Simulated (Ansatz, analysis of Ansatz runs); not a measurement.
# A hop of Mg in MgH2 (Pbcn), charge +2, part 2 of 3

Wanted: path and barrier of a jump of Mg in MgH2 (Pbcn) at charge +2. The case: Mg_i by the interstitialcy path, in a cell of 48 host atoms with 1 Mg put in.

Ansatz 0.2.0; plane-wave PAW DFT, r2SCAN; nudged elastic band between two relaxed defect structures at fixed charge in a uniform background.

So far: Starting point; Relaxation of the start point, charge +2; Relaxation of the end point, charge +2.

## 4. Nudged elastic band, charge +2

5 movable images are laid between the ends on a pair-potential path, which keeps atoms from colliding in the first guess. Each image feels the true force across the path and a spring force along it. The highest image is set to climb to the top of the path.

This step: plane-wave PAW DFT, r2SCAN; nudged elastic band between two relaxed defect structures at fixed charge in a uniform background.

Contents of qp2.neb/input.yaml:

```yaml
crystal:
  lattice:
    - [-4.47819636, 5.4013991, 4.90197395]
    - [4.47819636, -5.4013991, 4.90197395]
    - [4.47819636, 5.4013991, -4.90197395]
  atoms:
    - { symbol: Mg, position: [0.2931683, 0.11878785, 0.66515412] }
    - { symbol: Mg, position: [0.29663893, 0.63114227, 0.1740353] }
    - { symbol: Mg, position: [0.78396339, 0.08405247, 0.11255451] }
    - { symbol: Mg, position: [0.77879935, 0.66589759, 0.69958828] }
    - { symbol: Mg, position: [0.4363678, 0.11177827, 0.32448384] }
    - { symbol: Mg, position: [0.45758743, 0.62170692, 0.83341863] }
    - { symbol: Mg, position: [0.96198928, 0.1282247, 0.8355424] }
    - { symbol: Mg, position: [0.96299432, 0.63816245, 0.32425056] }
    - { symbol: Mg, position: [0.21075004, 0.37991569, 0.33788833] }
    - { symbol: Mg, position: [0.20943353, 0.87485887, 0.83682706] }
    - { symbol: Mg, position: [0.70824646, 0.37001101, 0.83048378] }
    - { symbol: Mg, position: [0.71223777, 0.87507068, 0.33421045] }
    - { symbol: Mg, position: [0.07157124, 0.37495311, 0.69625154] }
    - { symbol: Mg, position: [0.03798051, 0.87496839, 0.16266986] }
    - { symbol: Mg, position: [0.52969587, 0.37496268, 0.1543856] }
    - { symbol: Mg, position: [0.53196905, 0.87496496, 0.65665876] }
    - { symbol: H, position: [0.15309272, 0.06761428, 0.80690225] }
    - { symbol: H, position: [0.15557375, 0.5765279, 0.31565279] }
    - { symbol: H, position: [0.66082058, 0.09198417, 0.3041601] }
    - { symbol: H, position: [0.65663419, 0.57414666, 0.81929766] }
    - { symbol: H, position: [0.10072042, 0.40628257, 0.93085481] }
    - { symbol: H, position: [0.09147012, 0.91146601, 0.41561492] }
    - { symbol: H, position: [0.61442402, 0.40976767, 0.43412782] }
    - { symbol: H, position: [0.5774643, 0.88831901, 0.89738794] }
    - { symbol: H, position: [0.27485143, 0.34363704, 0.69406595] }
    - { symbol: H, position: [0.25443257, 0.83846812, 0.17964613] }
    - { symbol: H, position: [0.7746472, 0.34014791, 0.20428269] }
    - { symbol: H, position: [0.75934335, 0.86163024, 0.68886374] }
    - { symbol: H, position: [0.48939637, 0.17340482, 0.57869636] }
    - { symbol: H, position: [0.48956855, 0.68228909, 0.0851266] }
    - { symbol: H, position: [0.99543529, 0.17577958, 0.08214218] }
    - { symbol: H, position: [0.96247453, 0.65794986, 0.56848928] }
    - { symbol: H, position: [0.01096317, 0.32015847, 0.43149386] }
    - { symbol: H, position: [0.01032019, 0.83056173, 0.91765238] }
    - { symbol: H, position: [0.51485145, 0.31571217, 0.91360967] }
    - { symbol: H, position: [0.51671199, 0.83598782, 0.41804352] }
    - { symbol: H, position: [0.23049395, 0.15520137, 0.31079532] }
    - { symbol: H, position: [0.23699244, 0.65210407, 0.80718121] }
    - { symbol: H, position: [0.73823338, 0.15809498, 0.82566984] }
    - { symbol: H, position: [0.7343879, 0.64803601, 0.30386462] }
    - { symbol: H, position: [0.40609961, 0.10189001, 0.0860003] }
    - { symbol: H, position: [0.4178492, 0.5918373, 0.57979037] }
    - { symbol: H, position: [0.905324, 0.09780834, 0.58453778] }
    - { symbol: H, position: [0.90588973, 0.59473469, 0.07494425] }
    - { symbol: H, position: [0.34818054, 0.43422306, 0.19879885] }
    - { symbol: H, position: [0.33232957, 0.91394342, 0.68037604] }
    - { symbol: H, position: [0.86161877, 0.42976219, 0.69044913] }
    - { symbol: H, position: [0.8373621, 0.91936977, 0.17939261] }
    - { symbol: Mg, position: [0.81998118, 0.37498066, 0.44466529] }
total_charge: 2
basis:
  ecutwfc: 500
  xc_grid: 2
hamiltonian:
  xc: r2scan
kpoints:
  mp_grid: { grid: [1, 1, 1] }
scf:
  occupations: { method: fixed }
  max_iter: 80
output:
  forces: true
neb:
  images: 5
  f_tol: 0.05
  climbing: true
  initial_path: idpp
  max_iterations: 45
  order_check: false
  final_atoms:
    - { symbol: Mg, position: [0.29532081, 0.13015486, 0.6715127] }
    - { symbol: Mg, position: [0.29155767, 0.61775442, 0.16276553] }
    - { symbol: Mg, position: [0.81835588, -0.12608128, -0.05793838] }
[... 15 atom lines left out ...]
    - { symbol: H, position: [0.6548987, 0.07266257, 0.31635406] }
[... 3 atom lines left out ...]
    - { symbol: H, position: [0.57671798, 0.38752945, 0.39536697] }
    - { symbol: H, position: [0.61302849, 0.90898517, 0.9321363] }
[... 2 atom lines left out ...]
    - { symbol: H, position: [0.75812815, 0.36052689, 0.18695727] }
[... 3 atom lines left out ...]
    - { symbol: H, position: [0.96134452, 0.15690486, 0.06622743] }
    - { symbol: H, position: [0.99403213, 0.67534752, 0.57997339] }
    - { symbol: H, position: [0.00919473, 0.33015525, 0.41577964] }
[... 7 atom lines left out ...]
    - { symbol: H, position: [0.41573453, 0.09102365, 0.07740317] }
[... 5 atom lines left out ...]
    - { symbol: H, position: [0.83595069, 0.41786121, 0.67685809] }
    - { symbol: H, position: [0.86003708, 0.92878276, 0.18788751] }
    - { symbol: Mg, position: [0.77791607, 0.16477459, 0.19745362] }
```

Launch:

```bash
> ansatz run input.yaml --threads 4 --pin off --max-ram 7536MiB --backend cpu --events-out ev --progress --plain --runs-dir out
```

Numbers of over 12 decimals in the logs are rounded to 6 here.

Output:

```text
[...]
Warning: neb: disabling space-group detection — the band's intermediate images generally break the endpoint symmetry, so no spatial operation reduces the k-mesh or symmetrises the density, except that a semilocal band can use its path's symmetry ahead of [...]
[...]
parallel-image band execution: 4 concurrent image workers
NEB image 0
Crystal: 49 atoms, lattice volume = 474.286 Å³
Basis set: ecut = 500 eV, 12067 PW (Γ), exchange–correlation on 128×128×128 points (8 copies of the dense FFT grid, shifted against one another)
Bands: 149, of which v1, the nominal top of the filled ones, is band 100 counted from 1 (99 counted from 0)
Symmetry: 1 space group operations
k-points: 1
[...]
SCF iter   1: F=-33278.091050 eV  HF=-33279.012455 eV  |F-HF|=9.21e-1  |Δ(HF+E_count)|=         —  Δρ=2.93e-2  dr2=2.21e0  dr2_τ=7.13e-2  ethr=1.77e-3  ⟨swp⟩=4.0  Hψ=435  notcnv=0  defer=44
[...]
SCF iter   7: F=-33278.840832 eV  HF=-33278.840832 eV  |F-HF|=1.15e-9  |Δ(HF+E_count)|=   6.87e-8  Δρ=1.27e-6  dr2=4.58e-9  dr2_τ=1.06e-10  ethr=3.71e-11  ⟨swp⟩=2.0  Hψ=389  notcnv=0
SCF 1 converged in 7 iterations: F = -33278.840832 eV  dr2 = 4.58e-9
[...]
NSCF: frozen V_eff on 1 k-points
NEB image 6
SCF iter   1: F=-33278.090776 eV  HF=-33279.012564 eV  |F-HF|=9.22e-1  |Δ(HF+E_count)|=         —  Δρ=2.93e-2  dr2=2.21e0  dr2_τ=7.13e-2  ethr=1.77e-3  ⟨swp⟩=4.0  Hψ=435  notcnv=0  defer=44
[...]
SCF iter   7: F=-33278.840539 eV  HF=-33278.840539 eV  |F-HF|=1.16e-9  |Δ(HF+E_count)|=   6.86e-8  Δρ=1.25e-6  dr2=4.51e-9  dr2_τ=1.04e-10  ethr=3.69e-11  ⟨swp⟩=2.0  Hψ=389  notcnv=0
SCF 2 converged in 7 iterations: F = -33278.840539 eV  dr2 = 4.51e-9
[...]
NEB end point (image 0): max|allowed force component| = 1.913e-3 eV/Å (the criterion of neb.relax_end_points is 1.000e-2)
NEB end point (image 6): max|allowed force component| = 1.453e-2 eV/Å (the criterion of neb.relax_end_points is 1.000e-2)
NEB image 1
SCF iter   1: F=-33277.649180 eV  HF=-33278.569474 eV  |F-HF|=9.20e-1  |Δ(HF+E_count)|=         —  Δρ=2.93e-2  dr2=2.21e0  dr2_τ=7.12e-2  ethr=1.77e-3  ⟨swp⟩=4.0  Hψ=435  notcnv=0  defer=44
[...]
SCF iter   7: F=-33278.401115 eV  HF=-33278.401115 eV  |F-HF|=1.38e-10  |Δ(HF+E_count)|=   8.10e-8  Δρ=1.17e-6  dr2=4.23e-9  dr2_τ=1.02e-10  ethr=3.80e-11  ⟨swp⟩=2.0  Hψ=389  notcnv=0
SCF 3 converged in 7 iterations: F = -33278.401115 eV  dr2 = 4.23e-9
NEB image 2
SCF iter   1: F=-33276.907147 eV  HF=-33277.828144 eV  |F-HF|=9.21e-1  |Δ(HF+E_count)|=         —  Δρ=2.93e-2  dr2=2.23e0  dr2_τ=7.23e-2  ethr=1.77e-3  ⟨swp⟩=4.0  Hψ=436  notcnv=0  defer=45
[...]
SCF iter   7: F=-33277.662043 eV  HF=-33277.662043 eV  |F-HF|=1.35e-9  |Δ(HF+E_count)|=   9.99e-8  Δρ=1.02e-6  dr2=4.07e-9  dr2_τ=7.62e-11  ethr=4.09e-11  ⟨swp⟩=2.0  Hψ=456  notcnv=0
SCF 4 converged in 7 iterations: F = -33277.662043 eV  dr2 = 4.07e-9
NEB image 3
SCF iter   1: F=-33276.571893 eV  HF=-33277.490880 eV  |F-HF|=9.19e-1  |Δ(HF+E_count)|=         —  Δρ=2.93e-2  dr2=2.23e0  dr2_τ=7.29e-2  ethr=1.77e-3  ⟨swp⟩=4.0  Hψ=436  notcnv=0  defer=45
[...]
SCF iter   7: F=-33277.327797 eV  HF=-33277.327797 eV  |F-HF|=1.62e-9  |Δ(HF+E_count)|=   1.06e-7  Δρ=1.09e-6  dr2=4.62e-9  dr2_τ=8.94e-11  ethr=4.46e-11  ⟨swp⟩=2.0  Hψ=456  notcnv=0
SCF 5 converged in 7 iterations: F = -33277.327797 eV  dr2 = 4.62e-9
NEB image 4
SCF iter   1: F=-33276.897855 eV  HF=-33277.819673 eV  |F-HF|=9.22e-1  |Δ(HF+E_count)|=         —  Δρ=2.93e-2  dr2=2.23e0  dr2_τ=7.24e-2  ethr=1.77e-3  ⟨swp⟩=5.0  Hψ=436  notcnv=0  defer=44
[...]
SCF iter   7: F=-33277.653923 eV  HF=-33277.653923 eV  |F-HF|=1.12e-9  |Δ(HF+E_count)|=   9.99e-8  Δρ=1.10e-6  dr2=4.54e-9  dr2_τ=8.53e-11  ethr=4.21e-11  ⟨swp⟩=2.0  Hψ=458  notcnv=0
SCF 6 converged in 7 iterations: F = -33277.653923 eV  dr2 = 4.54e-9
NEB image 5
SCF iter   1: F=-33277.647877 eV  HF=-33278.567451 eV  |F-HF|=9.20e-1  |Δ(HF+E_count)|=         —  Δρ=2.93e-2  dr2=2.21e0  dr2_τ=7.13e-2  ethr=1.77e-3  ⟨swp⟩=5.0  Hψ=436  notcnv=0  defer=44
[...]
SCF iter   7: F=-33278.400394 eV  HF=-33278.400394 eV  |F-HF|=9.46e-11  |Δ(HF+E_count)|=   8.10e-8  Δρ=1.16e-6  dr2=4.28e-9  dr2_τ=9.82e-11  ethr=3.84e-11  ⟨swp⟩=2.0  Hψ=389  notcnv=0
SCF 7 converged in 7 iterations: F = -33278.400394 eV  dr2 = 4.28e-9
NEB iter   1: max|band force component| = 1.718e0 eV/Å  barrier→ = 1.5130 eV  barrier← = 1.5127 eV  Δτ_max = 0.2000 Å  (49 SCF iters)
NEB image 1
[...]
iter 1 solved again at ethr=2.97e-4 eV; its pass at ethr=3.10e-3 eV (dr2=5.94e-1 eV) is discarded
[...]
SCF iter   7: F=-33278.475450 eV  HF=-33278.475450 eV  |F-HF|=4.37e-9  |Δ(HF+E_count)|=   8.69e-8  Δρ=1.17e-6  dr2=5.47e-9  dr2_τ=1.74e-10  ethr=5.00e-11  ⟨swp⟩=4.0  Hψ=437  notcnv=0
SCF 8 converged in 7 iterations: F = -33278.475450 eV  dr2 = 5.47e-9
NEB image 2
[...]
SCF iter   7: F=-33278.134970 eV  HF=-33278.134970 eV  |F-HF|=6.77e-9  |Δ(HF+E_count)|=   2.59e-7  Δρ=1.50e-6  dr2=9.06e-9  dr2_τ=2.90e-10  ethr=5.00e-11  ⟨swp⟩=4.0  Hψ=437  notcnv=0
SCF 9 converged in 7 iterations: F = -33278.134970 eV  dr2 = 9.06e-9
NEB image 3
[...]
SCF iter   7: F=-33278.063169 eV  HF=-33278.063169 eV  |F-HF|=7.28e-9  |Δ(HF+E_count)|=   3.60e-7  Δρ=1.55e-6  dr2=9.34e-9  dr2_τ=3.33e-10  ethr=5.00e-11  ⟨swp⟩=4.0  Hψ=385  notcnv=0
SCF 10 converged in 7 iterations: F = -33278.063169 eV  dr2 = 9.34e-9
NEB image 4
[...]
SCF iter   7: F=-33278.200233 eV  HF=-33278.200233 eV  |F-HF|=5.95e-9  |Δ(HF+E_count)|=   2.39e-7  Δρ=1.42e-6  dr2=7.98e-9  dr2_τ=3.01e-10  ethr=5.00e-11  ⟨swp⟩=4.0  Hψ=385  notcnv=0
SCF 11 converged in 7 iterations: F = -33278.200233 eV  dr2 = 7.98e-9
NEB image 5
[...]
SCF iter   7: F=-33278.498986 eV  HF=-33278.498986 eV  |F-HF|=4.05e-9  |Δ(HF+E_count)|=   6.37e-8  Δρ=1.11e-6  dr2=5.02e-9  dr2_τ=1.63e-10  ethr=5.00e-11  ⟨swp⟩=4.0  Hψ=437  notcnv=0
SCF 12 converged in 7 iterations: F = -33278.498986 eV  dr2 = 5.02e-9
NEB iter   2: max|band force component| = 8.024e-1 eV/Å  barrier→ = 0.7777 eV  barrier← = 0.7774 eV  Δτ_max = 0.1076 Å  (35 SCF iters)
NEB image 1
[...]
SCF iter   6: F=-33278.645327 eV  HF=-33278.645327 eV  |F-HF|=2.50e-9  |Δ(HF+E_count)|=   7.45e-7  Δρ=1.95e-6  dr2=1.20e-8  dr2_τ=4.77e-10  ethr=5.00e-11  ⟨swp⟩=4.0  Hψ=453  notcnv=0
SCF 13 converged in 6 iterations: F = -33278.645327 eV  dr2 = 1.20e-8
NEB image 2
[...]
NEB iter   6: max|band force component| = 7.780e-2 eV/Å  barrier→ = 0.3872 eV  barrier← = 0.3869 eV  CI = image 4  Δτ_max = 0.0393 Å  (30 SCF iters)
[...]
NEB iter   7: max|band force component| = 5.331e-2 eV/Å  barrier→ = 0.3845 eV  barrier← = 0.3842 eV  CI = image 4  Δτ_max = 0.0141 Å  (27 SCF iters)
NEB image 1
[...]
SCF iter   5: F=-33278.712182 eV  HF=-33278.712182 eV  |F-HF|=4.74e-9  |Δ(HF+E_count)|=   1.82e-7  Δρ=1.06e-6  dr2=3.45e-9  dr2_τ=1.67e-10  ethr=5.00e-11  ⟨swp⟩=4.0  Hψ=380  notcnv=0
SCF 38 converged in 5 iterations: F = -33278.712182 eV  dr2 = 3.45e-9
NEB image 2
[...]
SCF iter   5: F=-33278.472342 eV  HF=-33278.472342 eV  |F-HF|=2.66e-8  |Δ(HF+E_count)|=   3.60e-7  Δρ=3.00e-6  dr2=4.11e-8  dr2_τ=7.13e-10  ethr=5.00e-11  ⟨swp⟩=4.0  Hψ=385  notcnv=0
SCF 39 converged in 5 iterations: F = -33278.472342 eV  dr2 = 4.11e-8
NEB image 3
[...]
SCF iter   6: F=-33278.489642 eV  HF=-33278.489642 eV  |F-HF|=3.23e-9  |Δ(HF+E_count)|=   9.53e-8  Δρ=1.22e-6  dr2=5.47e-9  dr2_τ=1.25e-10  ethr=5.00e-11  ⟨swp⟩=4.0  Hψ=360  notcnv=0
SCF 40 converged in 6 iterations: F = -33278.489642 eV  dr2 = 5.47e-9
NEB image 4
[...]
SCF iter   5: F=-33278.457264 eV  HF=-33278.457264 eV  |F-HF|=4.28e-9  |Δ(HF+E_count)|=   1.82e-7  Δρ=9.98e-7  dr2=2.91e-9  dr2_τ=1.45e-10  ethr=5.00e-11  ⟨swp⟩=4.0  Hψ=436  notcnv=0
SCF 41 converged in 5 iterations: F = -33278.457264 eV  dr2 = 2.91e-9
NEB image 5
[...]
SCF iter   5: F=-33278.664156 eV  HF=-33278.664156 eV  |F-HF|=3.78e-9  |Δ(HF+E_count)|=   1.11e-7  Δρ=8.96e-7  dr2=2.50e-9  dr2_τ=1.07e-10  ethr=5.00e-11  ⟨swp⟩=4.0  Hψ=358  notcnv=0
SCF 42 converged in 5 iterations: F = -33278.664156 eV  dr2 = 2.50e-9
NEB image 1
[...]
NEB image 2
[...]
NEB image 3
[...]
NEB image 5
[...]
NEB image 4
[...]
the band table was solved once a step of the walk had ended and its energy, with any forces and stress, was formed, with the checks that follow a solve (768 applications of the Hamiltonian). They found nothing against the state; [...]
NEB iter   8: max|band force component| = 3.912e-2 eV/Å  barrier→ = 0.3836 eV  barrier← = 0.3833 eV  CI = image 4  Δτ_max = 0.0000 Å  (26 SCF iters)
NEB image 4
[...]
SCF iter   2: F=-33278.457264 eV  HF=-33278.457264 eV  |F-HF|=1.70e-9  |Δ(HF+E_count)|=   2.95e-9  Δρ=5.96e-7  dr2=1.18e-9  dr2_τ=3.49e-11  ethr=1.45e-12  ⟨swp⟩=2.0  Hψ=253  notcnv=0
SCF 43 converged in 2 iterations: F = -33278.457264 eV  dr2 = 1.18e-9
[...]
SCF converged after 2 iterations
Free energy (F): -33278.457264 eV
[...]
Internal energy: -33278.457264 eV  (E = F + TS)
E sigma→0 (E₀):  -33278.457264 eV
Fermi energy:    2.319268 eV
[...]
--- Forces (eV/Å), atoms counted from 1 ---
  atom   1  Mg    -0.00177794     0.00094190     0.00070669
  atom   2  Mg    -0.00230710     0.00265112     0.00433647
  atom   3  Mg    -0.04237220     0.00304271    -0.00798580
  [... 15 atoms left out ...]
  atom  19  H      0.00276755    -0.00494183    -0.00717400
  [... 3 atoms left out ...]
  atom  23  H     -0.00040048    -0.00241410     0.00046599
  [... 3 atoms left out ...]
  atom  27  H      0.00764364    -0.00420386    -0.00228305
  [... 3 atoms left out ...]
  atom  31  H      0.00687543    -0.00037305     0.00994509
  atom  32  H      0.00124648     0.00253563    -0.00205687
  atom  33  H      0.00350421    -0.00743174    -0.00826036
  [... 13 atoms left out ...]
  atom  47  H      0.00011586     0.00381022     0.00059426
  atom  48  H      0.00143998     0.00172557     0.00094495
  atom  49  Mg    -0.00284780     0.01633982     0.01692822
  max |Σ_I F_I| component: 1.14e-3 eV/Å
--- Band table (eV) ---
[...]
this run last wrote the band of iteration 8 to <dir>
--- NEB band (7 images, 8 band iterations, 259 SCF iterations) ---
  forward barrier  = 0.383568 eV
  backward barrier = 0.383275 eV
  climbing image's point = of an order that was not read
  energies are F+E_penalty+E_count in eV, relative to image 0
  image     s (Å)  Δ vs image 0  max|band force component| (eV/Å)
      0    0.0000      0.000000                                 —
      1    0.6449      0.128650                          1.840e-2
      2    1.2900      0.368490                          1.481e-2
      3    1.9351      0.351191                          2.713e-2
  *   4    2.5803      0.383568                          3.912e-2
      5    3.3079      0.176676                          1.160e-2
      6    4.0355      0.000293                                 —
  climbing-image geometry (image 4):
  cell:  # Å, volume = 474.2861 Å³
    - [-4.47819636, 5.4013991, 4.90197395]
    - [4.47819636, -5.4013991, 4.90197395]
    - [4.47819636, 5.4013991, -4.90197395]
  atoms:
    - { symbol: Mg, position: [0.293660, 0.128387, 0.669262] }
    - { symbol: Mg, position: [0.295778, 0.622810, 0.169470] }
    - { symbol: Mg, position: [0.812542, -0.082599, -0.025965] }
    - { symbol: Mg, position: [0.789113, 0.611469, 0.647980] }
    - { symbol: Mg, position: [0.439749, 0.114435, 0.329756] }
    - { symbol: Mg, position: [0.440956, 0.614746, 0.823450] }
    - { symbol: Mg, position: [0.962043, 0.135351, 0.822769] }
    - { symbol: Mg, position: [0.961190, 0.634748, 0.330928] }
    - { symbol: Mg, position: [0.200608, 0.370520, 0.327320] }
    - { symbol: Mg, position: [0.212353, 0.881356, 0.836810] }
    - { symbol: Mg, position: [0.710525, 0.369115, 0.831310] }
    - { symbol: Mg, position: [0.707058, 0.871965, 0.329478] }
    - { symbol: Mg, position: [0.053276, 0.382930, 0.682282] }
    - { symbol: Mg, position: [0.057857, 0.867278, 0.181281] }
    - { symbol: Mg, position: [0.533794, 0.379072, 0.150332] }
    - { symbol: Mg, position: [0.526347, 0.870016, 0.655494] }
    - { symbol: H, position: [0.151837, 0.070279, 0.806489] }
    - { symbol: H, position: [0.153422, 0.571859, 0.309572] }
    - { symbol: H, position: [0.634583, 0.058215, 0.313216] }
    - { symbol: H, position: [0.669177, 0.606507, 0.818647] }
    - { symbol: H, position: [0.093060, 0.412078, 0.921968] }
    - { symbol: H, position: [0.100861, 0.907079, 0.423758] }
    - { symbol: H, position: [0.620717, 0.380511, 0.399300] }
    - { symbol: H, position: [0.586121, 0.896155, 0.912893] }
    - { symbol: H, position: [0.260273, 0.342786, 0.688509] }
    - { symbol: H, position: [0.263821, 0.837635, 0.184032] }
    - { symbol: H, position: [0.764051, 0.358801, 0.171156] }
    - { symbol: H, position: [0.770429, 0.849488, 0.713769] }
    - { symbol: H, position: [0.486999, 0.188361, 0.584120] }
    - { symbol: H, position: [0.487828, 0.670703, 0.077897] }
    - { symbol: H, position: [0.986136, 0.173678, 0.068144] }
    - { symbol: H, position: [0.979986, 0.652882, 0.568058] }
    - { symbol: H, position: [0.018578, 0.330433, 0.432887] }
    - { symbol: H, position: [-0.000672, 0.829317, 0.925722] }
    - { symbol: H, position: [0.514378, 0.331782, 0.911551] }
    - { symbol: H, position: [0.514271, 0.820101, 0.416420] }
    - { symbol: H, position: [0.229937, 0.150216, 0.305441] }
    - { symbol: H, position: [0.233025, 0.658725, 0.812541] }
    - { symbol: H, position: [0.732123, 0.144922, 0.796972] }
    - { symbol: H, position: [0.736937, 0.659086, 0.321535] }
    - { symbol: H, position: [0.410822, 0.100275, 0.084083] }
    - { symbol: H, position: [0.404201, 0.587944, 0.574162] }
    - { symbol: H, position: [0.907017, 0.097734, 0.575799] }
    - { symbol: H, position: [0.904079, 0.593831, 0.077906] }
    - { symbol: H, position: [0.341857, 0.421670, 0.188347] }
    - { symbol: H, position: [0.339925, 0.927258, 0.688858] }
    - { symbol: H, position: [0.839250, 0.414998, 0.670300] }
    - { symbol: H, position: [0.860069, 0.923150, 0.194777] }
    - { symbol: Mg, position: [0.783632, 0.267606, 0.319788] }
```

Elapsed: 2.5 min, on 4 threads of INTEL XEON PLATINUM 8581C at 2.30GHz (Emerald Rapids), shared host; peak memory 2.1 GiB.

In the SCF lines HF is the Harris–Foulkes energy and dr2 the Hartree energy of the density residual, in eV; the loop may stop once dr2 is under the threshold and the program's other checks hold. Hψ counts applications of the Hamiltonian.

Images along the path:

```tsv
image	path (Å)	energy (eV)	Mg49: x, y, z (Å)
0	0.000	0.0000	-0.002, 4.805, 3.678
1	0.645	0.1286	-0.170, 4.760, 3.659
2	1.290	0.3685	-0.324, 4.712, 3.653
3	1.935	0.3512	-0.491, 4.679, 3.649
4	2.580	0.3836	-0.879, 4.515, 3.586
5	3.308	0.1767	-1.464, 4.341, 3.550
6	4.035	0.0003	-1.862, 4.378, 3.653
```

Numbers from this step:

| Item | Value |
| --- | --- |
| free energy | -33278.4573 eV |
| barrier forward | 0.3836 eV |
| barrier backward | 0.3833 eV |
| end less start | 2.93e-4 eV |
| hop length | 1.909 Å |

Track of the atom that was set to move:

```tsv
image	x (Å)	y (Å)	z (Å)	nearest neighbour	distance (Å)
0	-0.002	4.805	3.678	H	1.86
1	-0.17	4.76	3.659	H	1.846
2	-0.324	4.712	3.653	H	1.832
3	-0.491	4.679	3.649	H	1.812
4	-0.879	4.515	3.586	H	1.775
5	-1.464	4.341	3.55	H	1.762
6	-1.862	4.378	3.653	H	1.78
```

The band met its tolerance of 0.05 eV/Å after 8 iterations, with image 4 on top (the start counts as 0). Mg49, which moves farthest between the ends, has 6 H at 1.86 to 1.90 Å nearest at the start and 4 H at 1.77 to 2.01 Å at the top. The path has 2 maxima, and only the highest was climbed; it lies 0.03 eV above the dip at image 3.

[end of part 2 of 3]

[Logs are printed without paths, hosts, clocks, repeated set-up lines and the standing remarks that a program may print on its own settings, such as how far it seeks lower states.]

[Hosts, paths, dates, database ids (printed as entryN), source tags and the programs' standing remarks are cut or masked in the printed files.]
